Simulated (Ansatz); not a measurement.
# LuAs (Fm-3m): phonon-mediated transition temperature

Wanted: λ, ω_log and Tc of LuAs (Fm-3m). The cell shown first is a relaxed one, from steps not shown here.

Program: Ansatz 0.2.0. Level of theory: DFT PBEsol, scalar-relativistic, plane waves, PAW. Results are calculated unless marked as measured.

This is a report of a sequence of runs, with most program output left out.

## Step 1: The cell after earlier relaxation steps

It takes space group Fm-3m (No. 225, cubic). Conventional cell: a = 5.610 Å, b = 5.610 Å, c = 5.610 Å, α = 90.00°, β = 90.00°, γ = 90.00°. Nearest to Lu lie 6 As at 2.80 Å. Nearest to As lie 6 Lu at 2.80 Å. Farther neighbours are not listed.

Structure file:

```cif
data_structure
_symmetry_space_group_name_H-M 'P 1'
_symmetry_Int_Tables_number 1
_cell_length_a 3.9666
_cell_length_b 3.9666
_cell_length_c 3.9666
_cell_angle_alpha 60.000
_cell_angle_beta 60.000
_cell_angle_gamma 60.000
_cell_volume 44.13
loop_
_atom_site_label
_atom_site_type_symbol
_atom_site_fract_x
_atom_site_fract_y
_atom_site_fract_z
_atom_site_occupancy
Lu1 Lu 0.50000 0.50000 0.50000 1
As2 As 0.00000 0.00000 0.00000 1
```

## Step 2: Coupling and resistivity: q 2×2×2, k 8×8×8, scattering 12×12×12

The run that gives the couplings also evaluates McMillan's and Allen and Dynes's formulas and, where asked, the Eliashberg equations, over a range of μ*.

input.yaml

```yaml
crystal:
  lattice:
    - [0.0, 2.8047991491, 2.8047991491]
    - [2.8047991491, 0.0, 2.8047991491]
    - [2.8047991491, 2.8047991491, 0.0]
  atoms:
    - { symbol: Lu, position: [0.5, 0.5, 0.5] }
    - { symbol: As, position: [0.0, 0.0, 0.0] }
kpoints:
  mp_grid: { grid: [8, 8, 8] }
hamiltonian:
  xc: pbesol
scf:
  occupations: { method: methfessel_paxton, width: 0.2 }
output:
  eigenvalues: true
phonons:
  method: dfpt
  qmesh: [2, 2, 2]
  temperatures: { t_max: 1000, t_step: 50 }
  qpath:
    path:
      - [[0.0, 0.0, 0.0], [0.5, 0.0, 0.5], [0.625, 0.25, 0.625]]
      - [[0.375, 0.375, 0.75], [0.0, 0.0, 0.0], [0.5, 0.5, 0.5], [0.5, 0.25, 0.75], [0.5, 0.0, 0.5]]
    npoints: 10
  electrical_resistivity:
    mesh: [12, 12, 12]
    temperatures: [20.0, 50.0, 80.0, 100.0, 150.0, 200.0, 273.0, 300.0, 400.0, 500.0, 600.0, 800.0]
  superconductivity: { mesh: [12, 12, 12] }
```

Command:

```sh
$ ansatz run input.yaml --threads 4 --pin off --max-ram 10240MiB --backend cpu --events-out ev --progress --plain --runs-dir out
```

Wall time 75 s (4 threads of Arm Neoverse V1, shared host); peak memory 1.6 GiB; 4.7 min of CPU time.

Numbers from this step:

```
volume per atom                                                                : 22.07 Å³
metallic on mesh                                                               : yes
gap on the k-mesh                                                              : 0 eV
zero point energy                                                              : 0.05097 eV/cell
share of imaginary modes in the plain interpolation between solved wavevectors : 0
highest frequency, solved or plainly interpolated                              : 200.5 cm⁻¹
Debye temperature (second moment)                                              : 269 K
resistivity at 300 K                                                           : 17.76 μΩ cm
coupling constant λ                                                            : 0.1055
density of states at the Fermi level                                           : 0.1072 states/eV a spin and cell
log mean phonon energy ħω_log                                                  : 17.86 meV
transport coupling constant λ_tr                                               : 0.1126, 0.1126, 0.1126 (xx, yy, zz)
Drude plasma energy                                                            : 2.676, 2.676, 2.676 eV (xx, yy, zz)
resistivity times mean free path                                               : 53.32, 53.32, 53.32 × 10⁻¹⁶ Ω m² (xx, yy, zz)
second-moment phonon energy ħω₂                                                : 20.25 meV
coupling λ by branch                                                           : 0.00634, 0.00652, 0.012, 0.0406, 0.0219, 0.0182 (branches by rank of frequency)
```

An empty cell: under 1 mK by a formula, or no transition down to the floor of the Eliashberg search. Transition temperatures:

| μ* | McMillan Tc (K) | Allen–Dynes Tc (K) |
| --- | --- | --- |
| 0.08 | - | - |
| 0.1 | - | - |
| 0.12 | - | - |
| 0.13 | - | - |
| 0.14 | - | - |
| 0.16 | - | - |
| 0.2 | - | - |

## Step 3: Coupling and resistivity: q 3×3×3, k 9×9×9, scattering 12×12×12

The next rung changes the q mesh, which sets the reach of the force constants and couplings; the k mesh of the density and its response.

Edit input.yaml of step 2 so:

```diff
@@ -9,3 +9,3 @@
 kpoints:
-  mp_grid: { grid: [8, 8, 8] }
+  mp_grid: { grid: [9, 9, 9] }
 hamiltonian:
@@ -18,3 +18,3 @@
   method: dfpt
-  qmesh: [2, 2, 2]
+  qmesh: [3, 3, 3]
   temperatures: { t_max: 1000, t_step: 50 }
```

It took 4.4 min on 4 threads; peak memory 3.5 GiB; 17 min of CPU time.

This step gave:

- zero point energy: 0.05139 eV/cell
- highest frequency, solved or plainly interpolated: 209.8 cm⁻¹
- Debye temperature (second moment): 273 K
- resistivity at 300 K: 17.69 μΩ cm
- coupling constant λ: 0.1047
- density of states at the Fermi level: 0.1071 states/eV a spin and cell
- log mean phonon energy ħω_log: 18.35 meV
- transport coupling constant λ_tr: 0.1122, 0.1122, 0.1122 (xx, yy, zz)
- Drude plasma energy: 2.674, 2.674, 2.674 eV (xx, yy, zz)
- resistivity times mean free path: 53.4, 53.4, 53.4 × 10⁻¹⁶ Ω m² (xx, yy, zz)
- second-moment phonon energy ħω₂: 20.58 meV
- coupling λ by branch: 0.00568, 0.00618, 0.0114, 0.0387, 0.0227, 0.0201 (branches by rank of frequency)

An empty cell: under 1 mK by a formula, or no transition down to the floor of the Eliashberg search. Transition temperatures:

| μ* | McMillan Tc (K) | Allen–Dynes Tc (K) |
| --- | --- | --- |
| 0.08 | - | - |
| 0.1 | - | - |
| 0.12 | - | - |
| 0.13 | - | - |
| 0.14 | - | - |
| 0.16 | - | - |
| 0.2 | - | - |

The value for the coupling constant λ stays at 0.105, as in step 2 (changed since: k-mesh 9×9×9 and q mesh 3×3×3).

## Step 4: Resistivity: q 4×4×4, k 12×12×12, scattering 16×16×16

The next rung changes the q mesh, which sets the reach of the force constants and couplings; the k mesh of the density and its response; the scattering mesh, which samples the Fermi surface.

input.yaml, the sections that differ from step 3:

```yaml
kpoints:
  mp_grid: { grid: [12, 12, 12] }
phonons:
  method: dfpt
  qmesh: [4, 4, 4]
  temperatures: { t_max: 1000, t_step: 50 }
  qpath:
    path:
      - [[0.0, 0.0, 0.0], [0.5, 0.0, 0.5], [0.625, 0.25, 0.625]]
      - [[0.375, 0.375, 0.75], [0.0, 0.0, 0.0], [0.5, 0.5, 0.5], [0.5, 0.25, 0.75], [0.5, 0.0, 0.5]]
    npoints: 10
  electrical_resistivity:
    mesh: [16, 16, 16]
    temperatures: [20.0, 50.0, 80.0, 100.0, 150.0, 200.0, 273.0, 300.0, 400.0, 500.0, 600.0, 800.0]
  superconductivity: { mesh: [16, 16, 16] }
# crystal, hamiltonian, scf, output: as in step 3
```

The job ended after 22 min (4 threads; peak memory 8 GiB).

This step gave:

* zero point energy: 0.05161 eV/cell
* highest frequency, solved or plainly interpolated: 209.2 cm⁻¹
* Debye temperature (second moment): 274 K
* resistivity at 300 K: 17.33 μΩ cm
* coupling constant λ: 0.1181
* density of states at the Fermi level: 0.1182 states/eV a spin and cell
* log mean phonon energy ħω_log: 18.11 meV
* transport coupling constant λ_tr: 0.1274, 0.1274, 0.1274 (xx, yy, zz)
* Drude plasma energy: 2.879, 2.879, 2.879 eV (xx, yy, zz)
* resistivity times mean free path: 46.82, 46.82, 46.82 × 10⁻¹⁶ Ω m² (xx, yy, zz)
* second-moment phonon energy ħω₂: 20.56 meV
* coupling λ by branch: 0.00711, 0.00678, 0.0115, 0.0443, 0.024, 0.0244 (branches by rank of frequency)

An empty cell: under 1 mK by a formula, or no transition down to the floor of the Eliashberg search. Transition temperatures:

| μ* | McMillan Tc (K) | Allen–Dynes Tc (K) |
| --- | --- | --- |
| 0.08 | - | - |
| 0.1 | - | - |
| 0.12 | - | - |
| 0.13 | - | - |
| 0.14 | - | - |
| 0.16 | - | - |
| 0.2 | - | - |

The Eliashberg function α²F has structure finer than the step of the table below, so its rows give means over 1 meV, whole bins alone (the curve runs from 0.1 to 25.5 meV). Peaks (meV: height): α²F 22.3: 0.796; α²F tr 22.3: 0.779.

Eliashberg function α²F against phonon energy; means over each step:

| phonon energy (meV) | α²F | α²F tr |
| --- | --- | --- |
| 1 | 3.0e-5 | 0 |
| 2 | 5.8e-4 | 2.1e-4 |
| 3 | 0.00161 | 9.5e-4 |
| 4 | 0.00271 | 0.00236 |
| 5 | 0.00356 | 0.00361 |
| 6 | 0.00482 | 0.00557 |
| 7 | 0.00612 | 0.00782 |
| 8 | 0.00749 | 0.0103 |
| 9 | 0.0187 | 0.0248 |
| 10 | 0.0184 | 0.0226 |
| 11 | 0.0140 | 0.0170 |
| 12 | 0.00866 | 0.0101 |
| 13 | 0.00891 | 0.00901 |
| 14 | 0.0124 | 0.0113 |
| 15 | 0.00455 | 0.00477 |
| 16 | 0.00131 | 0.00177 |
| 17 | 1.9e-5 | 2.8e-5 |
| 18 | 0 | 0 |
| 19 | 0 | 0 |
| 20 | 0 | 0 |
| 21 | 0.00483 | 0.00530 |
| 22 | 0.553 | 0.561 |
| 23 | 0.273 | 0.286 |
| 24 | 0.169 | 0.196 |

The Eliashberg function α²F by phonon energy; read off at these points:

| phonon energy (meV) | α²F | Lu | As |
| --- | --- | --- | --- |
| 1.00 | 0 | 0 | 0 |
| 1.50 | 1.0e-4 | 1.0e-4 | 0 |
| 2.00 | 5.0e-4 | 3.5e-4 | 1.5e-4 |
| 2.50 | 0.00110 | 8.0e-4 | 3.0e-4 |
| 3.00 | 0.00155 | 0.00110 | 4.5e-4 |
| 3.50 | 0.0024 | 0.00170 | 7.0e-4 |
| 4.00 | 0.00270 | 0.00190 | 7.5e-4 |
| 4.50 | 0.00310 | 0.00230 | 8.0e-4 |
| 5.00 | 0.00355 | 0.00260 | 9.5e-4 |
| 5.50 | 0.00411 | 0.00300 | 0.0011 |
| 6.00 | 0.00481 | 0.00361 | 0.00125 |
| 6.50 | 0.00561 | 0.00421 | 0.0014 |
| 7.00 | 0.00611 | 0.00461 | 0.0015 |
| 7.50 | 0.00670 | 0.00510 | 0.0016 |
| 8.00 | 0.00726 | 0.00556 | 0.00165 |
| 8.50 | 0.00907 | 0.00706 | 0.00201 |
| 9.00 | 0.0214 | 0.0170 | 0.00442 |
| 9.50 | 0.0218 | 0.0175 | 0.00428 |
| 10.00 | 0.0192 | 0.0157 | 0.00355 |
| 10.50 | 0.0144 | 0.0119 | 0.00249 |
| 11.00 | 0.0157 | 0.0131 | 0.00256 |
| 11.50 | 0.0106 | 0.00904 | 0.00159 |
| 12.00 | 0.00833 | 0.00709 | 0.00124 |
| 12.50 | 0.00811 | 0.00701 | 0.0011 |
| 13.00 | 0.00882 | 0.00772 | 0.001 |
| 13.50 | 0.0101 | 0.00915 | 9.9e-4 |
| 14.00 | 0.0149 | 0.0141 | 8.4e-4 |
| 14.50 | 0.00826 | 0.00776 | 4.9e-4 |
| 15.00 | 0.00436 | 0.00406 | 2.4e-4 |
| 15.50 | 0.00217 | 0.00198 | 1.0e-4 |
| 16.00 | 0.00141 | 0.00141 | 4.3e-5 |
| 16.50 | 1.8e-4 | 1.8e-4 | 0 |
| 17.00 | 0 | 0 | 0 |
| 17.50 | 0 | 0 | 0 |
| 18.00 | 0 | 0 | 0 |
| 18.50 | 0 | 0 | 0 |
| 19.00 | 0 | 0 | 0 |
| 19.50 | 0 | 0 | 0 |
| 20.00 | 0 | 0 | 0 |
| 20.50 | 0 | 0 | 0 |
| 21.00 | 0 | 0 | 0 |
| 21.50 | 0.0424 | 0.00748 | 0.0349 |
| 22.00 | 0.667 | 0.130 | 0.537 |
| 22.28 | 0.796 | 0.159 | 0.637 |
| 22.50 | 0.589 | 0.122 | 0.467 |
| 23.00 | 0.217 | 0.0448 | 0.172 |
| 23.50 | 0.157 | 0.0295 | 0.127 |
| 24.00 | 0.181 | 0.0311 | 0.150 |
| 24.50 | 0.150 | 0.0278 | 0.122 |
| 25.00 | 0.0433 | 0.00919 | 0.0341 |

## Step 5: Outcome

```json
{
 "meshes": "q 4×4×4, k 12×12×12, scattering 16×16×16",
 "coupling constant λ": "0.118",
 "log mean phonon energy ħω_log": "18.1 meV"
}
```

In the last run (PBEsol, q 4×4×4, k 12×12×12, scattering 16×16×16), with λ = 0.12 and ħω_log = 18.1 meV, Tc at μ* = 0.13 is under 1 mK by the formulas. In that run Allen and Dynes's formula gives no transition above 0.05 K at μ* = 0.10 or more. By the run's own test λ is not converged in the fine mesh: it moves by 5 % between the two finest, and by up to 20 % in the other runs. The run's transport test calls it not converged in the mesh; ρ(300 K) moves by 23 % in the component that moves most. Over the runs, λ takes the values 0.105, 0.105 and 0.118, in the order shown. μ* is a typed number, phonons are harmonic, and spin fluctuations are left out; with λ this near or under μ*(1 + 0.62 λ), the formulas give Tc only to its order of magnitude, or none.

[Logs are printed without paths, hosts, clocks, repeated set-up lines and the standing remarks that a program may print on its own settings, such as how far it seeks lower states.]

[Hosts, paths, dates, database ids (printed as entryN), source tags and the programs' standing remarks are cut or masked in the printed files.]
